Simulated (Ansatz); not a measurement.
# Gate voltage at the highest density: antimonene monolayer

A layer charged from two gates alike needs a voltage that grows with the carrier density; the slope is e over the total capacitance.

How it was computed: Ansatz 0.2.0, plane waves with PAW datasets (its set soft_1), PBE-D3(BJ); isolated slab, charged sheets 5 Å from the outer atoms behind model barriers, atoms held, Fermi-Dirac smearing of 0.02585 eV. The voltage is that of the gates (their mean) against the layer's Fermi level, from the uncharged case, which has a gap of 1.17 eV.

| run | added electrons (10¹³ per cm²) | gate voltage (V) |
| --- | --- | --- |
| run 1 | 1.00 | 0.91 |
| run 2 | 3.00 | 1.57 |
| run 3 | 6.00 | 2.54 |
| run 4 | 10.00 | ? |

**Question.** What value belongs in the row marked “?”, and how far can the other rows tell?

A least-squares line through the 3 rows shown has slope 0.3258 and intercept 0.5873; no row lies more than 0.01 V off it. The capacitance is 1.602/0.3258 = 4.92 µF/cm², against 3.54 µF/cm² for plates 5 Å apart in vacuum on both sides; it is the larger, as where the added charge has its centre outside the outer atoms (not examined here). The intercept is mostly the shift of the Fermi level from inside the gap to the band edge. At 10.00 it gives 0.3258 × 10.00 + 0.5873 = 3.85 V, beyond the rows fitted. Rounding and scatter of the rows alone allow about ±0.014 V there.

The run itself gives 3.79 V: a miss of −0.06 V, or 1.6 % of the value. The capacitance rises a little towards the highest density.

**Limits.** The gates are model sheets, not atoms, and low densities sample few k-points. Spin-orbit coupling is left out, which changes the bands of elements this heavy.
